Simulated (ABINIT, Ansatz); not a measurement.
# In (I4/mmm): phonons by linear response, part 2 of 5

How does In (I4/mmm) vibrate, and is this structure a minimum?

ABINIT 10.8.3; DFT PBE, scalar-relativistic, plane waves, PseudoDojo norm-conserving pseudopotentials.

So far. Step 3 (Relaxation): The volume changes by +5.3 % in this run and stands +5.3 % from the first cell. Step 4 (Ground state): The cell stands at -1.0 GPa: the relaxation ran with a smoothed and higher cutoff, and the difference is a stress of the finite basis. The relaxed cell has a = 3.291, c = 5.085 Å (conventional setting).

**5. Linear response at Γ**

At q = 0 one unit cell holds all displacements. The response is solved for single atoms along the cell's directions, and symmetry skips those that follow from others. The crystal is treated as a metal, which screens a static field, so no field response is asked.

The input, dfpt_gamma.abi:

```

# common to the responses
getwfk_filepath "gso_WFK"
kptopt 2
nqpt 1
qpt 0.0 0.0 0.0
asr 0
chneut 0

# displacements
rfphon 1
rfatpol 1 1
rfdir 1 1 1
tolvrs 1.0d-10
prtwf 0
prtpot 1

# basis, mesh and filling
ecut 31.0
ngkpt 12 12 12
nshiftk 1
shiftk 0.0 0.0 0.0
istwfk *1
occopt 7
tsmear 0.01
nband 12
nstep 100
diemac 1000000.0
prtebands 0
prtgsr 0

# cell and atoms
acell 3*1.0 Angstrom
rprim 
    -1.645555188 1.645555188 2.542371243
    1.645555188 -1.645555188 2.542371243
    1.645555188 1.645555188 -2.542371243
ntypat 1
znucl 49
natom 1
typat 1
xred 
    0.0 0.0 0.0
pp_dirpath "./pseudo"
pseudos "In.upf"
```

Command:

```console
$ OMP_NUM_THREADS=1 mpirun -n 16 abinit dfpt_gamma.abi > dfpt_gamma.log
```

Numbers of over 12 decimals in the logs are rounded to 6 here.

dfpt_gamma.abo, the main output file:

```text
[banners, grids, parts of the stress and lines that vanish by symmetry left out]
- input  file    -> dfpt_gamma.abi
- output file    -> dfpt_gamma.abo
- root for input  files -> dfpt_gammai
- root for output files -> dfpt_gammao

 Symmetries : space group I4/m m m (#139); Bravais tI (body-center tetrag.)
================================================================================
 Values of the parameters that define the memory need of the present run (RF).
     intxc =       0      iscf =       7    lmnmax =       6     lnmax =       6
     mgfft =      36  mpssoang =       3    mqgrid =    3001     natom =       1
  nloc_mem =       1    nspden =       1   nspinor =       1    nsppol =       1
      nsym =      16    n1xccc =    2501    ntypat =       1    occopt =       7
   xclevel =       2
-    mband =          12        mffmem =           1         mkmem =          55
-   mkqmem =          55        mk1mem =          55           mpw =        1564
      nfft =       46656          nkpt =         868
- my_mband =          12
================================================================================
================================================================================

--------------------------------------------------------------------------------
------------- Echo of variables that govern the present computation ------------
--------------------------------------------------------------------------------
-
- outvars: echo of selected default values
-   iomode0 =  0 , fftalg0 =312 , wfoptalg0 =  0
-
- outvars: echo of global parameters not present in the input file
-  max_nthreads =    1
-
 -outvars: echo values of preprocessed input variables --------
            acell      1.8897261259E+00  1.8897261259E+00  1.8897261259E+00 Bohr
              amu      1.14820000E+02
              asr           0
           chneut           0
             ecut      3.10000000E+01 Hartree
-          fftalg         312
           istwfk        1    0    0    0    0    0    1    0    0    0
                         0    0    0    0    0    0    0    0    0    0
                         0    0    0    0    0    0    0    0    0    0
                         0    0    0    0    0    0    0    0    0    0
                         0    0    0    0    0    0    0    0    0    0
                       outvar_i_n : Printing only first  50 k-points.
              ixc     -101130
              kpt      0.00000000E+00  0.00000000E+00  0.00000000E+00
                       8.33333333E-02  0.00000000E+00  0.00000000E+00
                       1.66666667E-01  0.00000000E+00  0.00000000E+00
                       2.50000000E-01  0.00000000E+00  0.00000000E+00
                       [...]
                       outvar_i_n : Printing only first  50 k-points.
           kptopt           2
         kptrlatt       12    0    0      0   12    0      0    0   12
          kptrlen      7.46315671E+01
P           mkmem          55
P          mkqmem          55
P          mk1mem          55
            natom           1
            nband          12
           nbdbuf           2
            ngfft          36      36      36
             nkpt         868
             nqpt           1
            nstep         100
             nsym          16
           ntypat           1
              occ      2.000000  2.000000  2.000000  2.000000  2.000000  2.000000
                       1.000000  0.000000  0.000000  0.000000  0.000000  0.000000
                       2.000000  2.000000  2.000000  2.000000  2.000000  2.000000
                       1.000000  0.000000  0.000000  0.000000  0.000000  0.000000
                       [...]
                       prtocc : prtvol=0, do not print more k-points.
           occopt           7
        optdriver           1
        prtebands           0
           prtgsr           0
           prtpot           1
            prtwf           0
           rfphon           1
            rprim     -1.6455551880E+00  1.6455551880E+00  2.5423712430E+00
                       1.6455551880E+00 -1.6455551880E+00  2.5423712430E+00
                       1.6455551880E+00  1.6455551880E+00 -2.5423712430E+00
          spgroup         139
           symrel      1  0  0   0  1  0   0  0  1      -1  0  0   0 -1  0   0  0 -1
                       0  0  1  -1 -1 -1   1  0  0       0  0 -1   1  1  1  -1  0  0
                       0  1  0   1  0  0  -1 -1 -1       0 -1  0  -1  0  0   1  1  1
                      -1 -1 -1   0  0  1   0  1  0       1  1  1   0  0 -1   0 -1  0
                       [...]
           tolvrs      1.00000000E-10
            typat      1
              wtk        0.00058    0.00116    0.00116    0.00116    0.00116    0.00116
                         0.00058    0.00116    0.00116    0.00116    0.00116    0.00116
                         0.00116    0.00116    0.00116    0.00116    0.00116    0.00116
                         0.00116    0.00116    0.00116    0.00116    0.00116    0.00116
                       [...]
                       outvars : Printing only first  50 k-points.
            znucl       49.00000

================================================================================

 chkinp: Checking input parameters for consistency.

================================================================================
== DATASET  1 ==================================================================
-   mpi_nproc: 16, omp_nthreads: 1 (-1 if OMP is not activated)

--- !DatasetInfo
iteration_state: {dtset: 1, }
dimensions: {natom: 1, nkpt: 868, mband: 12, nsppol: 1, nspinor: 1, nspden: 1, mpw: 1564, }
cutoff_energies: {ecut:  31.0, pawecutdg:  -1.0, }
electrons: {nelect:   1.30000000E+01, charge:   0.00000000E+00, occopt:   7.00000000E+00, tsmear:   1.00000000E-02, }
meta: {optdriver: 1, rfphon: 1, }
...

 mkfilename: getwfk from: gso_WFK

 Real(R)+Recip(G) space primitive vectors, cartesian coordinates (Bohr,Bohr^-1):
 R(1)= -3.1096486  3.1096486  4.8043854  G(1)=  0.0000000  0.1607899  0.1040716
 R(2)=  3.1096486 -3.1096486  4.8043854  G(2)=  0.1607899  0.0000000  0.1040716
 R(3)=  3.1096486  3.1096486 -4.8043854  G(3)=  0.1607899  0.1607899  0.0000000
 Unit cell volume ucvol=  1.8583198E+02 bohr^3
 Angles (23,13,12)=  1.22963724E+02  1.22963724E+02  8.49390237E+01 degrees
 setup1 : take into account q-point for computing boxcut.

 getcut: wavevector=  0.0000  0.0000  0.0000  ngfft=  36  36  36
         ecut(hartree)=     31.000   => boxcut(ratio)=   2.20585

 getcut : COMMENT -
  Note that boxcut > 2.2 ; recall that boxcut=Gcut(box)/Gcut(sphere) = 2
  is sufficient for exact treatment of convolution.
  Such a large boxcut is a waste : you could raise ecut
  e.g. ecut=   37.709740 Hartrees makes boxcut=2

--- Pseudopotential description ------------------------------------------------
- pspini: atom type   1  psp file is ./pseudo/In.upf

   3.29247757E+02                                ecore*ucvol(ha*bohr**3)
--------------------------------------------------------------------------------

 ==>  initialize data related to q vector <==

 The list of irreducible perturbations for this q vector is:
    1)    idir= 1    ipert=   1

================================================================================

 The perturbation idir=   2  ipert=   1 is
 symmetric of a previously calculated perturbation.
 So, its SCF calculation is not needed.

 The perturbation idir=   3  ipert=   1 is
 symmetric of a previously calculated perturbation.
 So, its SCF calculation is not needed.

--------------------------------------------------------------------------------
 Perturbation wavevector (in red.coord.)   0.000000  0.000000  0.000000
 Perturbation : displacement of atom   1   along direction   1
 Found     2 symmetries that leave the perturbation invariant.
 symkpt : the number of k-points, thanks to the symmetries,
 is reduced to   476 .

--------------------------------------------------------------------------------

--------------------------------------------------------------------------------

 dfpt_looppert : total number of electrons, from k and k+q
  fully or partially occupied states are    1.300000E+01 and    1.300000E+01.
 Initialisation of the first-order wave-functions :
  ireadwf=   0

--- !BeginCycle
iteration_state: {dtset: 1, }
solver: {iscf: 7, nstep: 100, nline: 4, wfoptalg: 0, }
tolerances: {tolvrs: 1.00E-10, }
...

     iter   2DEtotal(Ha)        deltaE(Ha) residm    vres2
-ETOT  1   3.612480     -1.088E+04 2.170E+01 1.762E+02
 ETOT  2  1.61145664910123E-02 -3.596E+00 8.798E-02 4.851E+01
 ETOT  3  4.09262641500163E-03 -1.202E-02 9.614E-04 6.017E+00
 ETOT  4  3.77974638780643E-03 -3.129E-04 3.128E-04 8.233E-01
 ETOT  5  3.36527520943264E-03 -4.145E-04 1.204E-05 6.196E-03
 ETOT  6  3.36412293603416E-03 -1.152E-06 9.826E-07 1.044E-04
 ETOT  7  3.36410960466083E-03 -1.333E-08 5.187E-08 4.738E-06
 ETOT  8  3.36410867515724E-03 -9.295E-10 1.011E-08 4.092E-08
 ETOT  9  3.36410865696735E-03 -1.819E-11 4.107E-10 1.750E-09
 ETOT 10  3.36410861876857E-03 -3.820E-11 1.079E-10 5.200E-11

 At SCF step   10       vres2   =  5.20E-11 < tolvrs=  1.00E-10 =>converged.
================================================================================

 ----iterations are completed or convergence reached----

 Mean square residual over all n,k,spin=   53.261E-14; max=  10.794E-11

 Thirteen components of 2nd-order total energy (hartree) are
 1,2,3: 0th-order hamiltonian combined with 1st-order wavefunctions
     kin0=   1.50982512E+04 eigvalue=   6.99985534E+02  local=  -8.43573610E+03
 4,5,6: 1st-order hamiltonian combined with 1st and 0th-order wfs
 loc psp =  -3.21756615E+03  Hartree=   9.07493861E+02     xc=  -1.80822256E+02
 note that "loc psp" includes a xc core correction that could be resolved
 7,8,9: eventually, occupation + non-local contributions
    edocc=   3.23699552E+01     enl0=   2.76487487E+03   enl1=  -1.85552681E+04
 1-9 gives the relaxation energy (to be shifted if some occ is /=2.0)
   erelax=  -1.08864171E+04
 10,11,12 Non-relaxation  contributions : frozen-wavefunctions and Ewald
 fr.local=   1.50993504E+03 fr.nonlo=   9.27764132E+03  Ewald=   0.00000000E+00
 13,14 Frozen wf xc core corrections (1) and (2)
 frxc 1  =  -3.31046015E+02  frxc 2 =   4.29890129E+02
 Resulting in :
 2DEtotal=    0.3364108619E-02 Ha. Also 2DEtotal=    0.915420589987E-01 eV
    (2DErelax=   -1.0886417112E+04 Ha. 2DEnonrelax=    1.0886420476E+04 Ha)
    (  non-var. 2DEtotal :    3.3678875747E-03 Ha)

================================================================================

 ---- first-order wavefunction calculations are completed ----

 ==> Compute Derivative Database <==

  2nd-order matrix (non-cartesian coordinates, masses not included,
   asr not included )
     j1       j2             matrix element
  dir pert dir pert     real part     imaginary part

   1    1   1    1         0.0033678817         0.0000000000
   1    1   2    1         0.0011877398         0.0000000000
   1    1   3    1        -0.0022778108         0.0000000000
   1    1   3    3         0.0000000000         0.0000000000

   2    1   1    1         0.0011877398         0.0000000000
   2    1   2    1         0.0033678817         0.0000000000
   2    1   3    1        -0.0022778108         0.0000000000
   2    1   3    3         0.0000000000         0.0000000000

   3    1   1    1        -0.0022778108         0.0000000000
   3    1   2    1        -0.0022778108         0.0000000000
   3    1   3    1         0.0033678817         0.0000000000

   3    3   1    1         0.0000000000         0.0000000000
   3    3   2    1         0.0000000000         0.0000000000

  Dynamical matrix, in cartesian coordinates,
   if specified in the inputs, asr has been imposed
     j1       j2             matrix element
  dir pert dir pert     real part    imaginary part

   1    1   1    1         0.0000563640         0.0000000000
   1    1   2    1         0.0000000000         0.0000000000
   1    1   3    1         0.0000000000         0.0000000000

   2    1   1    1         0.0000000000         0.0000000000
   2    1   2    1         0.0000563640         0.0000000000
   2    1   3    1        -0.0000000000         0.0000000000

   3    1   1    1         0.0000000000         0.0000000000
   3    1   2    1        -0.0000000000         0.0000000000
   3    1   3    1         0.0000986829         0.0000000000

  Phonon wavevector (reduced coordinates) :  0.00000  0.00000  0.00000
 Phonon energies in Hartree :
   1.641014E-05  1.641014E-05  2.171362E-05
 Phonon frequencies in cm-1    :
-  3.601609E+00  3.601609E+00  4.765588E+00

== END DATASET(S) ==============================================================
================================================================================

 -outvars: echo values of variables after computation
            acell      1.8897261259E+00  1.8897261259E+00  1.8897261259E+00 Bohr
           etotal      3.3641086188E-03
            fcart      0.0000000000E+00  0.0000000000E+00  0.0000000000E+00
           strten      0.0000000000E+00  0.0000000000E+00  0.0000000000E+00
================================================================================
```

Wall time 18 s (16 MPI ranks of Arm Neoverse V2, shared host).

With one atom there are acoustic modes alone, which should vanish; they come out at 4.77 cm⁻¹ in size, the error that the sum rule removes later.

(Continued in part 3 of 5.)

[Host names and launcher messages were left out of these logs when they were recorded.]

[Logs are printed without paths, hosts, clocks, repeated set-up lines and the standing remarks that a program may print on its own settings, such as how far it seeks lower states.]

[Hosts, paths, dates, database ids (printed as entryN), source tags and the programs' standing remarks are cut or masked in the printed files.]
